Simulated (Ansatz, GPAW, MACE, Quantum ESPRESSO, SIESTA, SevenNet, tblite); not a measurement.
# SIESTA runs on random packing of 32SiO2-39SiC-29C (mol %) (83 atoms), part 2 of 2

How do the settings of SIESTA change the result for random packing of 32SiO2-39SiC-29C (mol %) (83 atoms)? A plane-wave run serves as the yardstick.

Program: SIESTA 5.4.2; the method stands at each step. Banners, paths, timers and routine set-up lines are dropped from the logs unmarked, and long logs keep their key lines alone; longer cuts are marked. The potentials were converted by us to PSML.

So far. Step 3 (PBE, SZP, shift 0.01 Ry, mesh 500 Ry): Against the first run (13 %), the force difference from the reference is 43 %, at 0.78 times the CPU time, with 747 basis functions against 1079: the smaller basis costs accuracy. Step 4 (PBE, DZ, shift 0.01 Ry, mesh 500 Ry): Against the first run (13 %), the force difference from the reference is 60 %, at 0.37 times the CPU time, with 664 basis functions against 1079: the smaller basis costs accuracy.

## (5) PBE, DZP, shift 0.01 Ry, mesh 100 Ry

Method: Kohn-Sham DFT, PBE, PseudoDojo 0.4.1 norm-conserving pseudopotentials (converted to PSML), numerical atomic orbitals (DZP), diagonalisation.

input.fdf reads:

```
SystemLabel cell
NumberOfAtoms 83
NumberOfSpecies 3
%block ChemicalSpeciesLabel
  1 14 Si
  2 8 O
  3 6 C
%endblock ChemicalSpeciesLabel
LatticeConstant 1.0 Ang
%block LatticeVectors
  9.66570 0.00000 0.00000
  0.00000 9.66570 0.00000
  0.00000 0.00000 9.66570
%endblock LatticeVectors
PAO.BasisSize DZP
PAO.EnergyShift 0.01 Ry
XC.Functional GGA
XC.Authors PBE
MeshCutoff 100 Ry
%block kgrid_Monkhorst_Pack
  1 0 0 0.0
  0 1 0 0.0
  0 0 1 0.0
%endblock kgrid_Monkhorst_Pack
SolutionMethod diagon
OccupationFunction FD
ElectronicTemperature 580 K
SCF.Mixer.Method Pulay
SCF.Mixer.Weight 0.05
SCF.Mixer.History 8
SCF.Mix Hamiltonian
MaxSCFIterations 300
SCF.DM.Tolerance 1e-04
SCF.H.Tolerance 1.0e-3 eV
WriteForces T
Write.HirshfeldPop T
Write.VoronoiPop T
Write.DM F
Write.H F
XML.Write F
AtomicCoordinatesFormat Fractional
%block AtomicCoordinatesAndAtomicSpecies
[... 83 atom lines left out: the same atoms as in the first run ...]
%endblock AtomicCoordinatesAndAtomicSpecies
```

Run with:

```
$ OMP_NUM_THREADS=1 siesta < input.fdf > output.txt
```

Log:

```text
Version         : 5.4.2
reinit: System Name:
reinit: System Label: cell
initatom: Reading input for the pseudopotentials and atomic orbitals ----------
Species number:   1 Atomic number:   14 Label: Si
Species number:   2 Atomic number:    8 Label: O
Species number:   3 Atomic number:    6 Label: C
Ground state valence configuration (from tables):   3s02  3p02  3d00  4f00
Ground state valence configuration (from tables):   2s02  2p04  3d00  4f00
Ground state valence configuration (from tables):   2s02  2p02  3d00  4f00
---- Processing specs for species: Si
GGA--PBE XC_GGA_X_PBE--XC_GGA_C_PBE pb
---- Processing specs for species: O
GGA--PBE XC_GGA_X_PBE--XC_GGA_C_PBE pb
---- Processing specs for species: C
GGA--PBE XC_GGA_X_PBE--XC_GGA_C_PBE pb
[... lines left out ...]
Total number of electrons:   384.000000
[... lines left out ...]
stepf: Fermi-Dirac step function
        iscf     Eharris(eV)        E_KS(eV)     FreeEng(eV)     dDmax    Ef(eV) dHmax(eV)
[... lines left out ...]
SCF Convergence by DM+H criterion
[... lines left out ...]
SCF cycle converged after 22 iterations
[... lines left out ...]
   Max    4.946494
[... lines left out ...]
   Max    4.946494    constrained
Stress tensor Voigt[x,y,z,yz,xz,xy] (kbar):      -77.43      -98.54      -94.43       -6.09       -2.21      -11.78
[... lines left out ...]
siesta: Etot    =    -19429.692638
siesta: FreeEng =    -19429.979965
siesta: Final energy (eV):
siesta:  Band Struct. =   -4762.289416
siesta:       Kinetic =   11732.070660
siesta:       Hartree =    5864.362752
siesta:         Exch. =   -5198.968975
siesta:         Corr. =    -483.343180
siesta:   Exch.-corr. =   -5682.312155
siesta:  Ion-electron =  -22011.435160
siesta:       Ion-ion =   -9332.378734
siesta:         Total =  -19429.692638
siesta:         Fermi =      -3.976018
siesta: Stress tensor (static) (eV/Ang**3):
siesta:    -0.048325   -0.007354   -0.001378
siesta:    -0.007354   -0.061507   -0.003800
siesta:    -0.001378   -0.003800   -0.058936
siesta: Cell volume =        903.025335 Ang**3
siesta: Pressure (static):
siesta:                Solid            Molecule  Units
siesta:           0.00061271          0.00096139  Ry/Bohr**3
siesta:           0.05625621          0.08827055  eV/Ang**3
siesta:          90.13239069        141.42501751  kBar
    Orbital volume contribution        =          37.338676 eV
    (Free)E + p_basis*V_orbitals       =      -19392.641288 eV
    (Free)Eharris+ p_basis*V_orbitals  =      -19392.641286 eV
Hirshfeld Atomic Populations:
Atom #   charge [q] valence [e]  Species
     1     0.062184    3.937816  Si
     2     0.067417    3.932583  Si
     3     0.167304    3.832696  Si
[...]
30     0.001894    5.998106  O
    31     0.022225    5.977775  O
    32    -0.144200    6.144200  O
[...]
56    -0.008696    4.008696  C
    57     0.008294    3.991706  C
    58    -0.096270    4.096270  C
[...]
--------------------
 Total    -0.000050
Voronoi Atomic Populations:
Atom #   charge [q] valence [e]  Species
[...]
28     0.169283    3.830717  Si
    29     0.047065    3.952935  Si
[...]
54    -0.076325    6.076325  O
    55    -0.119883    6.119883  O
[...]
82    -0.065247    4.065247  C
    83    -0.056482    4.056482  C
--------------------
 Total    -0.000048
```

It took 91 s on 1 thread of Arm Neoverse V1, shared host; peak memory 0.52 GiB.

Against the reference:

| Quantity | Value |
| --- | --- |
| r.m.s. force component | 1.543 eV/Å |
| r.m.s. difference of force components | 205 meV/Å |
| longest difference of force vectors | 731.8 meV/Å |
| force difference over r.m.s. force | 13.59 % |
| slope of forces against the reference's | 1.014 |
| correlation of force components | 0.9912 |
| pressure | 9.013 GPa |
| pressure difference | 2.446 GPa |
| energy less the same-level run's | 2.098 meV/atom |
| r.m.s. force difference from the same-level run | 18.37 meV/Å |

This is a coarse setting, run to see what it loses.

Against the first run (13 %), the force difference from the reference is 14 %, at 0.12 times the CPU time (on 1 against 2 cores): the change moves forces by 18 meV/Å r.m.s., so most of the difference comes from elsewhere.

## (6) Side by side

Differences are against the plane-wave reference, forces as r.m.s. over components; share is that over the reference's r.m.s. force, slope the least-squares factor from reference forces to these. Total energies of different programs have different zeros and aren't compared.

| run | Δ force, r.m.s. (meV/Å) | share (%) | slope | Δ pressure (GPa) | cores | CPU time | memory (GiB) |
| --- | --- | --- | --- | --- | --- | --- | --- |
| reference | - | - | - | - | 4 | 37 s | 1.1 |
| SIESTA PBE, DZP, shift 0.01 Ry, mesh 500 Ry | 203 | 13.4 | 1.013 | 2.40 | 2 | 13 min | 2.5 |
| SIESTA PBE, SZP, shift 0.01 Ry, mesh 500 Ry (coarse) | 653 | 43.3 | 0.937 | 7.91 | 2 | 10 min | 2.2 |
| SIESTA PBE, DZ, shift 0.01 Ry, mesh 500 Ry (coarse) | 904 | 59.9 | 1.048 | 13.9 | 2 | 4.8 min | 1.6 |
| SIESTA PBE, DZP, shift 0.01 Ry, mesh 100 Ry (coarse) | 205 | 13.6 | 1.014 | 2.45 | 1 | 91 s | 0.52 |

Rows marked coarse were listed beforehand as settings not expected to be converged; some can still land near the reference.

CPU time is summed over cores on a shared host, where runs went side by side, so it is rough. Symmetry, cutoffs, thresholds, outputs and thread counts weren't matched or tuned between programs; memory under MPI is the largest rank's times the ranks.

Within one program, basis, potentials and functional, energies share a zero. Each run against its twin at the usual cutoff or grid and solver:

| run | twin | Δ energy (meV/atom) | Δ force, r.m.s. (meV/Å) | CPU time over the twin's |
| --- | --- | --- | --- | --- |
| SIESTA PBE, DZP, shift 0.01 Ry, mesh 100 Ry | DZP, shift 0.01 Ry, mesh 500 Ry | 2.10 | 18.4 | 0.12 (this twin ran on 2 cores) |

## (7) Summary of results

* nearest in forces: SIESTA PBE, DZP, shift 0.01 Ry, mesh 500 Ry, 13 %
* its CPU time: 13 min

In words: The PBE run in local orbitals, coarse settings apart, differs by 13 % (SIESTA PBE, DZP, shift 0.01 Ry, mesh 500 Ry); basis, grid and potentials can all enter. Runs with settings chosen to be coarse differ by 14 % (SIESTA PBE, DZP, shift 0.01 Ry, mesh 100 Ry) to 60 % (SIESTA PBE, DZ, shift 0.01 Ry, mesh 500 Ry), their programs' other errors included. None of the electronic-structure runs in the table takes under half the reference's CPU time of 37 s; they take 2.4 to 21 times as much. In pressure, SIESTA PBE, DZ, shift 0.01 Ry, mesh 500 Ry misses by +13.9 GPa, at the same functional. The reference's pressure of 6.6 GPa belongs to a cell and atoms that aren't relaxed at this level. The electronic-structure runs sample only Γ, in a cell whose shortest periodic width is 10 Å, which is coarse for a cell with partly filled levels.

[Also dropped from logs without a mark: logging warnings of Python, and SIESTA's first energy breakdown and zero terms.]

[Logs are printed without paths, hosts, clocks, repeated set-up lines and the standing remarks that a program may print on its own settings, such as how far it seeks lower states.]

[Hosts, paths, dates, database ids (printed as entryN), source tags and the programs' standing remarks are cut or masked in the printed files.]
